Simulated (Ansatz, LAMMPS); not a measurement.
**Site preference of a vacancy of Si in amorphous Si (114 atoms)**

Aim: make a vacancy of Si at several sites of amorphous Si (114 atoms), relax each, and compare their energies.

Method: Kohn-Sham DFT, PBE, PAW (set soft_2), plane waves, in Ansatz 0.2.0.

**1. Set-up**

The cell holds 114 atoms: 114 Si. Cell: a = 13.280 Å, b = 13.280 Å, c = 13.280 Å, α = 90.0°, β = 90.0°, γ = 90.0°. 114 atoms (114 Si) placed at random at 2.27 g/cm³, melted at 3500 K for 10 ps at fixed volume with the Tersoff potential (Tersoff, Phys. Rev. B 39, 5566 (1989)). Quenched from 3500 K to 700 K at 10 K/ps and fixed volume, annealed at 1200 K for 20 ps, held 5 ps.

Limits known from the start: The quench rate of 10 K/ps is orders of magnitude faster than experiment, which tends to freeze in extra defects. The starting topology of bonds comes from the classical model, and needn't be the one that DFT or experiment would give. Sampling is at Γ alone, for a cell whose shortest periodic width is 13 Å.

**2. Single point at the start**

The forces at the start show how far the geometry lies from a minimum of this functional.

Input file input.yaml:

```yaml
crystal:
  lattice:
    - [13.2801, 0.0, 0.0]
    - [0.0, 13.2801, 0.0]
    - [0.0, 0.0, 13.2801]
  atoms:
    - { symbol: Si, position: [0.27314, 0.15482, 0.66758] }
    - { symbol: Si, position: [0.56904, 0.65921, 0.10428] }
    - { symbol: Si, position: [0.26028, 0.45382, 0.68212] }
    - { symbol: Si, position: [0.52784, 0.07801, 0.69717] }
    - { symbol: Si, position: [0.3305, 0.4594, 0.25982] }
    - { symbol: Si, position: [0.34997, 0.17377, 0.99618] }
    - { symbol: Si, position: [0.98108, 0.07002, 0.06302] }
    - { symbol: Si, position: [0.5887, 0.97104, 0.40979] }
    - { symbol: Si, position: [0.93771, 0.57532, 0.21523] }
    - { symbol: Si, position: [0.89259, 0.84967, 0.86079] }
    - { symbol: Si, position: [0.39401, 0.85044, 0.00092] }
    - { symbol: Si, position: [0.47498, 0.95104, 0.12493] }
    - { symbol: Si, position: [0.46519, 0.38997, 0.15303] }
    - { symbol: Si, position: [0.47673, 0.00184, 0.54706] }
    - { symbol: Si, position: [0.81268, 0.45549, 0.70795] }
    - { symbol: Si, position: [0.11874, 0.96212, 0.12848] }
    - { symbol: Si, position: [0.0918, 0.62635, 0.97329] }
    - { symbol: Si, position: [0.1253, 0.05342, 0.65119] }
    - { symbol: Si, position: [0.74402, 0.24211, 0.46434] }
    - { symbol: Si, position: [0.61401, 0.33578, 0.55224] }
    - { symbol: Si, position: [0.19305, 0.26554, 0.96673] }
    - { symbol: Si, position: [0.47424, 0.22277, 0.2262] }
    - { symbol: Si, position: [0.87815, 0.67769, 0.34103] }
    - { symbol: Si, position: [0.9856, 0.71908, 0.78155] }
    - { symbol: Si, position: [0.6998, 0.10517, 0.35331] }
    - { symbol: Si, position: [0.85396, 0.0197, 0.32872] }
    - { symbol: Si, position: [0.73917, 0.21343, 0.79082] }
    - { symbol: Si, position: [0.03571, 0.23031, 0.04609] }
    - { symbol: Si, position: [0.4859, 0.63499, 0.77058] }
    - { symbol: Si, position: [0.09221, 0.99237, 0.48674] }
    - { symbol: Si, position: [0.71328, 0.46445, 0.48065] }
    - { symbol: Si, position: [0.45706, 0.42369, 0.97154] }
    - { symbol: Si, position: [0.1757, 0.43867, 0.18055] }
    - { symbol: Si, position: [0.9972, 0.9825, 0.90449] }
    - { symbol: Si, position: [0.72462, 0.38884, 0.16044] }
    - { symbol: Si, position: [0.7585, 0.87695, 0.11205] }
    - { symbol: Si, position: [0.40582, 0.84149, 0.56694] }
    - { symbol: Si, position: [0.77048, 0.38325, 0.99567] }
    - { symbol: Si, position: [0.99289, 0.1198, 0.41205] }
    - { symbol: Si, position: [0.38089, 0.49028, 0.4373] }
    - { symbol: Si, position: [0.33872, 0.54222, 0.96193] }
    - { symbol: Si, position: [0.09918, 0.55096, 0.29413] }
    - { symbol: Si, position: [0.16831, 0.91925, 0.95446] }
    - { symbol: Si, position: [0.98677, 0.85315, 0.50319] }
    - { symbol: Si, position: [0.63342, 0.78633, 0.20701] }
    - { symbol: Si, position: [0.63013, 0.8202, 0.89506] }
    - { symbol: Si, position: [0.18412, 0.69169, 0.57081] }
    - { symbol: Si, position: [0.23893, 0.53194, 0.53322] }
    - { symbol: Si, position: [0.33245, 0.00364, 0.93145] }
    - { symbol: Si, position: [0.9596, 0.42993, 0.50144] }
    - { symbol: Si, position: [0.93155, 0.32852, 0.94204] }
    - { symbol: Si, position: [0.49419, 0.24434, 0.9198] }
    - { symbol: Si, position: [0.88404, 0.40877, 0.22782] }
    - { symbol: Si, position: [0.00689, 0.10013, 0.77159] }
    - { symbol: Si, position: [0.04042, 0.31365, 0.19993] }
    - { symbol: Si, position: [0.2289, 0.32234, 0.36674] }
    - { symbol: Si, position: [0.38997, 0.22411, 0.38792] }
    - { symbol: Si, position: [0.39473, 0.67456, 0.06729] }
    - { symbol: Si, position: [0.69672, 0.11652, 0.06599] }
    - { symbol: Si, position: [0.06696, 0.81288, 0.20975] }
    - { symbol: Si, position: [0.13715, 0.76356, 0.87136] }
    - { symbol: Si, position: [0.5929, 0.50837, 0.20222] }
    - { symbol: Si, position: [0.98264, 0.69017, 0.09021] }
    - { symbol: Si, position: [0.62215, 0.95653, 0.02574] }
    - { symbol: Si, position: [0.91055, 0.60167, 0.50875] }
    - { symbol: Si, position: [0.12099, 0.44919, 0.4381] }
    - { symbol: Si, position: [0.85566, 0.06666, 0.65261] }
    - { symbol: Si, position: [0.02871, 0.47247, 0.88854] }
    - { symbol: Si, position: [0.50806, 0.87683, 0.27807] }
    - { symbol: Si, position: [0.00914, 0.70874, 0.60592] }
    - { symbol: Si, position: [0.40137, 0.74553, 0.34714] }
    - { symbol: Si, position: [0.46757, 0.79486, 0.8427] }
    - { symbol: Si, position: [0.65209, 0.21287, 0.21324] }
    - { symbol: Si, position: [0.44713, 0.34241, 0.50334] }
    - { symbol: Si, position: [0.31354, 0.58089, 0.79034] }
    - { symbol: Si, position: [0.69672, 0.0459, 0.7337] }
    - { symbol: Si, position: [0.73243, 0.52492, 0.91056] }
    - { symbol: Si, position: [0.94669, 0.34872, 0.6579] }
    [... 30 atom lines left out ...]
    - { symbol: Si, position: [0.27217, 0.80219, 0.45618] }
    - { symbol: Si, position: [0.12616, 0.19653, 0.30889] }
    - { symbol: Si, position: [0.57686, 0.49553, 0.83164] }
    - { symbol: Si, position: [0.24478, 0.72674, 0.73771] }
    - { symbol: Si, position: [0.24462, 0.97631, 0.39673] }
    - { symbol: Si, position: [0.32462, 0.64077, 0.22202] }
kpoints:
  mp_grid: { grid: [1, 1, 1] }
hamiltonian:
  xc: pbe
scf:
  occupations: { method: gaussian, width: 0.025 }
output:
  forces: true
```

The run is started by

```bash
$ ansatz run input.yaml --threads 4 --pin off --max-ram 8192MiB --backend cpu --events-out ev --progress --plain --runs-dir out
```

Numbers of over 12 decimals in the logs are rounded to 6 here.

What it wrote:

```text
Engine: ansatz 0.2.0, x86_64-unknown-linux-gnu
Pseudopotentials: kind: paw
Pseudopotential: Si, paw, valence charge 4, recommended cutoff 420 eV (normal), Si.paw.azcp
Functional definition: PBE
  parameter kappa = 0.804
  parameter beta = 0.066725
  exchange = pbe_x(kappa = kappa, mu = beta*pi^2/3)
  correlation = pbe_c(beta = beta)
Crystal: 114 atoms, lattice volume = 2342.092 Å³
Basis set: ecut = 420 eV, 45817 PW (Γ), exchange–correlation on 180×180×180 points (8 copies of the dense FFT grid, shifted against one another)
Bands: 342, of which v1, the nominal top of the filled ones, is band 228 counted from 1 (227 counted from 0)
Symmetry: 1 space group operations
Space group: P1 (ITA 1), of the structure as read, at distance tolerance 1.3e-4 Å
k-points: 1
Non-local potential: Si, projectors of the file, l = 0: 2, l = 1: 2, l = 2: 2
PAW form: soft (Blöchl's): semilocal exchange-correlation on the pseudo side does not see the compensation charge
PAW one-centre angular grid: Si, 110 points (default); XC on 64 Gauss nodes
Initial density: superposition of atomic densities (neutral atoms: chi_scale 0, normalization atom), corrected by the library's trained network
Initial wavefunctions: pseudopotential atomic-orbital guess
Functional: x = pbe(κ = 0.804, μ = 0.219515), c = pbe(β = 0.066725)
SCF iter   1: F=—  HF=-72449.639560 eV  |F-HF|=—  |Δ(HF+E_count)|=         —  Δρ=4.15e-3  dr2=1.78e0  ethr=1.77e-3  ⟨swp⟩=6.0  Hψ=1591  notcnv=0  defer=55
preconditioner: auto → Resta (q_TF=auto, 2.077 Å⁻¹)  ε∞=5.7  [insulator: Δε(μ)=0.176 eV  Ē_g=7.556 eV  σ=0.025 eV  W_gap=1.00  n_scr=364 (ndim 8)  ℏωp=16.4 eV  f_vac=0.001  D(μ)=0.00/eV (n_scr^D=0)  ε∞_Penn≈5.7]
SCF iter   2: F=—  HF=-72449.447555 eV  |F-HF|=—  |Δ(HF+E_count)|=   1.92e-1  Δρ=2.09e-3  dr2=2.73e-1  ethr=3.91e-4  ⟨swp⟩=1.0  Hψ=394  notcnv=0  defer=85
SCF iter   3: F=—  HF=-72449.415775 eV  |F-HF|=—  |Δ(HF+E_count)|=   3.18e-2  Δρ=4.81e-4  dr2=9.81e-3  ethr=5.98e-5  ⟨swp⟩=4.0  Hψ=445  notcnv=0  defer=31
automatic band count: iteration 3 solves 264 bands in place of 342: the levels show a gap, and the empty bands left out lie too high to hold charge; the band table lists the bands solved (type scf.n_extra_bands for more)
SCF iter   4: F=—  HF=-72449.417861 eV  |F-HF|=—  |Δ(HF+E_count)|=   2.09e-3  Δρ=2.07e-4  dr2=5.43e-3  ethr=2.15e-6  ⟨swp⟩=2.0  Hψ=371  notcnv=0  defer=31
SCF iter   5: F=—  HF=-72449.417803 eV  |F-HF|=—  |Δ(HF+E_count)|=   5.84e-5  Δρ=6.51e-5  dr2=3.68e-4  ethr=1.19e-6  ⟨swp⟩=2.0  Hψ=266  notcnv=0  defer=31
SCF iter   6: F=—  HF=-72449.417965 eV  |F-HF|=—  |Δ(HF+E_count)|=   1.62e-4  Δρ=2.72e-5  dr2=5.53e-5  ethr=8.07e-8  ⟨swp⟩=3.0  Hψ=541  notcnv=0  defer=31
SCF iter   7: F=—  HF=-72449.417553 eV  |F-HF|=—  |Δ(HF+E_count)|=   4.12e-4  Δρ=8.37e-6  dr2=7.10e-6  ethr=1.21e-8  ⟨swp⟩=2.0  Hψ=408  notcnv=0  defer=31
SCF iter   8: F=—  HF=-72449.417557 eV  |F-HF|=—  |Δ(HF+E_count)|=   3.11e-6  Δρ=2.72e-6  dr2=5.72e-7  ethr=1.56e-9  ⟨swp⟩=2.0  Hψ=371  notcnv=0  defer=31
SCF iter   9: F=-72449.417557 eV  HF=-72449.417557 eV  |F-HF|=4.77e-9  |Δ(HF+E_count)|=   3.94e-7  Δρ=8.97e-7  dr2=6.89e-8  ethr=2.19e-11  ⟨swp⟩=5.0  Hψ=963  notcnv=0
SCF 1 converged in 9 iterations: F = -72449.417557 eV  dr2 = 6.89e-8
  greatest PAW one-centre occupation: 0.678 electrons in one spin orbital (limit 2), on the Si atom at site 17 (counted from 0), in its partial waves of l = 0
SCF converged after 9 iterations
Free energy (F): -72449.417557 eV
Harris-Foulkes:  -72449.417557 eV  (|F-HF|=4.77e-9)
Internal energy: -72449.414753 eV  (E = F + TS)
E sigma→0 (E₀):  -72449.416155 eV
Entropy (-TS):   -0.002804 eV (-0.025 meV/atom)
Fermi energy:    6.143901 eV
--- Per-component energies (eV) ---
  E_band       = 435.964288
  E_kinetic    = 4561.775356
  E_local      = -3799.327213  (includes V_loc(G=0)·N_el)
  E_nonlocal   = 2950.206956
  E_hartree    = 1149.280098
  E_xc         = -6275.636909
  E_vxc        = -5306.808830  (∫ρ·V_xc dr)
  E_paw        = -58442.287303  (= ΣΔE_a)
  E_vpaw       = -268.439466  (= ΣTr[D̂ρ^β])
  E_aug_tail   = 0.000723  (compensation charges beyond the density's cutoff)
  E_ewald      = -12593.426462
  E_smearing   = -0.002804  (= −TS)
  E_closure    = -0.000000  (closes the sum)
  Σ components = -72449.417557   (vs F -72449.417557, Δ=0.00e0)
--- Forces (eV/Å), atoms counted from 1 ---
  atom   1  Si    -0.62882584    -1.46290198     0.33048564
  atom   2  Si     0.22215066    -0.51246186     0.17384419
  atom   3  Si     0.32597529    -0.53596465     0.77583169
  atom   4  Si     0.13478387     0.26254029     0.01839006
  atom   5  Si     1.08291678     0.21814883     0.11669830
  atom   6  Si    -0.79797203    -0.81715876     0.42954354
  atom   7  Si     0.72163614    -1.78219510    -0.12004483
  atom   8  Si    -0.83600677     0.48985851     0.09844939
  atom   9  Si     0.45042833    -0.28497325     0.50256197
  atom  10  Si    -0.68772981    -0.16689690    -1.07001645
  atom  11  Si     0.22413089    -0.74797887     0.03538556
  atom  12  Si    -0.39311218    -0.19337217    -0.16084567
  atom  13  Si    -0.53955026     0.59707787     0.66432942
  atom  14  Si     0.37832996     0.17869514    -0.77782242
[...]
atom 113  Si    -0.27349499    -0.92335630     0.87108004
  atom 114  Si    -0.29769445     0.19939967     0.64082375
  max |Σ_I F_I| component: 3.65e-5 eV/Å
```

It took 10 s on 4 threads of Intel Xeon Platinum 8375C at 2.90GHz (Ice Lake), shared host; peak memory 2.5 GiB.

The r.m.s. force at the start is 0.61 eV/Å.

**3. Relaxation**

The atoms are relaxed in the fixed cell, aiming at the force tolerance of the input.

Input file input.yaml:

```yaml
crystal:
  lattice:
    - [13.2801, 0.0, 0.0]
    - [0.0, 13.2801, 0.0]
    - [0.0, 0.0, 13.2801]
  atoms:
    [... the 114 atom lines of step 2 ...]
kpoints:
  mp_grid: { grid: [1, 1, 1] }
hamiltonian:
  xc: pbe
scf:
  occupations: { method: gaussian, width: 0.025 }
output:
  forces: true
relax:
  f_tol: 0.05
  max_steps: 120
```

What it wrote:

```text
[...]
Crystal: 114 atoms, lattice volume = 2342.092 Å³
Basis set: ecut = 420 eV, 45817 PW (Γ), exchange–correlation on 180×180×180 points (8 copies of the dense FFT grid, shifted against one another)
Bands: 342, of which v1, the nominal top of the filled ones, is band 228 counted from 1 (227 counted from 0)
Symmetry: 1 space group operations
[...]
k-points: 1
[...]
SCF iter   1: F=—  HF=-72449.639555 eV  |F-HF|=—  |Δ(HF+E_count)|=         —  Δρ=4.15e-3  dr2=1.78e0  ethr=1.77e-3  ⟨swp⟩=6.0  Hψ=1591  notcnv=0  defer=55
[...]
SCF iter   6: F=—  HF=-72449.417525 eV  |F-HF|=—  |Δ(HF+E_count)|=   1.49e-4  Δρ=2.67e-5  dr2=5.56e-5  ethr=8.67e-8  ⟨swp⟩=2.0  Hψ=337  notcnv=0  defer=109
SCF iter   7: F=-72449.417552 eV  HF=-72449.417554 eV  |F-HF|=1.20e-6  |Δ(HF+E_count)|=   2.83e-5  Δρ=8.00e-6  dr2=6.78e-6  ethr=1.22e-8  ⟨swp⟩=4.0  Hψ=834  notcnv=0
SCF 1 converged in 7 iterations: F = -72449.417552 eV  dr2 = 6.78e-6
[...]
relax step   1: F+E_penalty+E_count = -72449.41755241 eV  Δ(F+E_penalty+E_count) = +0.000e0 eV  max|allowed force component| = 1.782e0 eV/Å  Δτ_max = 0.0000 Å  (7 SCF iters, dr2 threshold 6.25e-5 eV, accepted)
[...]
relax step   2: F+E_penalty+E_count = -72454.77315249 eV  Δ(F+E_penalty+E_count) = -5.356e0 eV  max|allowed force component| = 7.811e-1 eV/Å  Δτ_max = 0.1949 Å  (6 SCF iters, dr2 threshold 1.00e-4 eV, accepted)
[...]
relax step   3: F+E_penalty+E_count = -72456.30069350 eV  Δ(F+E_penalty+E_count) = -1.528e0 eV  max|allowed force component| = 3.460e-1 eV/Å  Δτ_max = 0.1981 Å  (6 SCF iters, dr2 threshold 3.81e-5 eV, accepted)
relax step   4: F+E_penalty+E_count = -72456.76776992 eV  Δ(F+E_penalty+E_count) = -4.671e-1 eV  max|allowed force component| = 1.942e-1 eV/Å  Δτ_max = 0.2000 Å  (6 SCF iters, dr2 threshold 2.30e-5 eV, accepted)
relax step   5: F+E_penalty+E_count = -72456.85678439 eV  Δ(F+E_penalty+E_count) = -8.901e-2 eV  max|allowed force component| = 2.064e-1 eV/Å  Δτ_max = 0.1982 Å  (6 SCF iters, dr2 threshold 7.40e-6 eV, accepted)
relax step   6: F+E_penalty+E_count = -72456.90759660 eV  Δ(F+E_penalty+E_count) = -5.081e-2 eV  max|allowed force component| = 7.539e-2 eV/Å  Δτ_max = 0.0941 Å  (6 SCF iters, dr2 threshold 1.34e-5 eV, accepted)
[...]
relax step   7: F+E_penalty+E_count = -72456.91602820 eV  Δ(F+E_penalty+E_count) = -8.432e-3 eV  max|allowed force component| = 4.850e-2 eV/Å  Δτ_max = 0.0183 Å  (6 SCF iters, accepted)
SCF converged after 6 iterations
Free energy (F): -72456.916028 eV
[...]
Internal energy: -72456.916028 eV  (E = F + TS)
E sigma→0 (E₀):  -72456.916028 eV
Fermi energy:    6.129235 eV
[...]
Σ components = -72456.916028   (vs F -72456.916028, Δ=0.00e0)
--- Forces (eV/Å), atoms counted from 1 ---
  atom   1  Si     0.01257465     0.00464009    -0.00987470
  atom   2  Si    -0.00455854     0.00316336    -0.00023868
  atom   3  Si     0.00196823    -0.00381003    -0.00186167
  atom   4  Si    -0.00089269     0.00404288     0.00266237
[...]
atom 114  Si     0.00258818     0.00123453     0.00022887
  max |Σ_I F_I| component: 3.23e-5 eV/Å
--- Relaxed structure (7 steps of the walk, 7 accepted, 0 SCFs on fresh bases) ---
  F+E_penalty+E_count = -72456.91602820 eV   max|allowed force component| = 4.850e-2 eV/Å
  atoms:
    - { symbol: Si, position: [0.270900, 0.142007, 0.660599] }
    - { symbol: Si, position: [0.578601, 0.661961, 0.105827] }
    - { symbol: Si, position: [0.252646, 0.444827, 0.693869] }
    - { symbol: Si, position: [0.523859, 0.074868, 0.699551] }
[...]
- { symbol: Si, position: [0.329170, 0.663272, 0.224520] }
```

The job ended after 57 s (4 threads; peak memory 2.5 GiB).

The relaxation converged after 7 steps, 7.50 eV below its start, with a largest force component of 0.049 eV/Å.

(Part 1 of 3 ends here.)

[Logs are printed without paths, hosts, clocks, repeated set-up lines and the standing remarks that a program may print on its own settings, such as how far it seeks lower states.]

[Hosts, paths, dates, database ids (printed as entryN), source tags and the programs' standing remarks are cut or masked in the printed files.]
